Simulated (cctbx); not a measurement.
**What is wrong with this refinement?**

Cell a = 10.0110 Å, b = 10.0110 Å, c = 3.8870 Å, α = 90.00°, β = 90.00°, γ = 120.00°; space group P-6 (no. 174). The compound is Sm2Sc3Cu9P7.

Simulated single-crystal data (cctbx): Cu Kα, λ = 1.54184 Å, to d = 0.83 Å, 50 % of the full sphere, strongest reflection 5000 counts, noise from counting, a 2 % proportional error and a noise floor of 8 counts (s.d.); no absorption, and some extinction, which the refinements don't model.

An anisotropic refinement with weights 1/σ² prints:

```text
Rint 0.061, 459 unique reflections to 0.83 A
cycle     R1     wR2    GooF  max shift (A)
   1  0.0713  0.1471   2.405   0.02826
   3  0.0517  0.1049   1.716   0.00008
final R1 0.0517 wR2 0.1049 GooF 1.716  parameters 42  data/parameter 10.9
atom        x        y        z      Ueq    occ   su(xyz)  su(Uiso or U11)
Sm1    0.00000  0.00000  0.50000   0.0073  1.000  0.00000  0.0011
Sm2    0.66667  0.33333  0.00000   0.0108  1.000  0.00000  0.0013
Cu1    0.90170  0.62314  0.50000   0.0145  1.000  0.00068  0.0030
Cu2    0.05177  0.54659  0.00000   0.0124  1.000  0.00062  0.0028
Cu3    0.29760  0.05212  0.00000   0.0137  1.000  0.00067  0.0032
P1     0.22887  0.78478  0.50000   0.0007  1.000  0.00083  0.0034  NPD
P2     0.33333  0.66667  0.00000   0.0167  1.000  0.00000  0.0047
Sc1    0.91917  0.37830  0.50000   0.0380  1.000  0.00129  0.0052
P3     0.03977  0.79130  0.00000   0.0109  1.000  0.00122  0.0045
difference map: max 2.24 min -2.51 rms 0.51
Q1    0.1464  0.5552  0.0000    3    2.35  0.91 A from Cu2
Q2    0.1914  0.4809  0.5000    3    2.22  0.53 A from P1
Q3    0.1927  0.7234  0.5000    3    2.08  0.54 A from P1
Q4    0.1600  0.6400  0.0000    3    1.74  1.02 A from Cu2
Q5    0.2125  0.4454  0.3647    6    1.55  0.53 A from P1
Q6    0.0629  0.5741  0.1465    6    1.51  0.62 A from Cu2
```

**Question.** Can this result stand? If not, what is the likely fault?

Mend it. The fault: elements exchanged: Sc1 is P and P1 is Sc. Against the right model at the same level, R1 goes from 0.0320 to 0.0517 and GooF from 1.01 to 1.72, U of P1 shrinks from 0.0149 to 0.0007 Å², U of Sc1 swells from 0.0161 to 0.0380 Å² and P1 goes non-positive-definite. Sc1 has 6 electrons too many and its U swells to shed them, as expected; P1 has 6 electrons too few and its U shrinks to make up, as expected.

The compound is Sm2Sc3Cu9P7. The right model at the same level gives:

```text
Rint 0.061, 459 unique reflections to 0.83 A
cycle     R1     wR2    GooF  max shift (A)
   1  0.0345  0.0661   1.081   0.00566
   2  0.0320  0.0615   1.006   0.00002
final R1 0.0320 wR2 0.0615 GooF 1.006  parameters 42  data/parameter 10.9
atom        x        y        z      Ueq    occ   su(xyz)  su(Uiso or U11)
Sm1    0.00000  0.00000  0.50000   0.0077  1.000  0.00000  0.0006
Sm2    0.66667  0.33333  0.00000   0.0098  1.000  0.00000  0.0007
Cu1    0.90162  0.62223  0.50000   0.0127  1.000  0.00037  0.0016
Cu2    0.04886  0.54559  0.00000   0.0144  1.000  0.00036  0.0017
Cu3    0.29821  0.05225  0.00000   0.0149  1.000  0.00040  0.0018
Sc1    0.22956  0.78583  0.50000   0.0149  1.000  0.00047  0.0021
P1     0.33333  0.66667  0.00000   0.0182  1.000  0.00000  0.0028
P2     0.92071  0.38009  0.50000   0.0161  1.000  0.00074  0.0029
P3     0.03928  0.79283  0.00000   0.0121  1.000  0.00071  0.0026
Flack x: -0.006(10)
Hooft y: -0.011(12)  Bijvoet pairs: 216
difference map: max 1.16 min -2.02 rms 0.35
Q1    0.3671  0.0437  0.3859    6    1.18  0.92 A from P2
Q2    0.0000  0.0000  0.1101    2    1.17  1.52 A from Sm1
Q3    0.4501  0.4233  0.3916    6    1.10  1.32 A from Cu1
Q4    0.1235  0.2700  0.5000    3    1.07  1.51 A from Sc1
Q5    0.2938  0.2332  0.3643    6    1.00  0.90 A from Cu1
Q6    0.1444  0.7035  0.5000    3    0.99  0.84 A from Sc1
```

The model is made up (kin elements in a known structure type, no relaxation), so it says nothing on whether the phase exists.

[Middle refinement cycles are left out of these outputs.]

[Logs are printed without paths, hosts, clocks, repeated set-up lines and the standing remarks that a program may print on its own settings, such as how far it seeks lower states.]
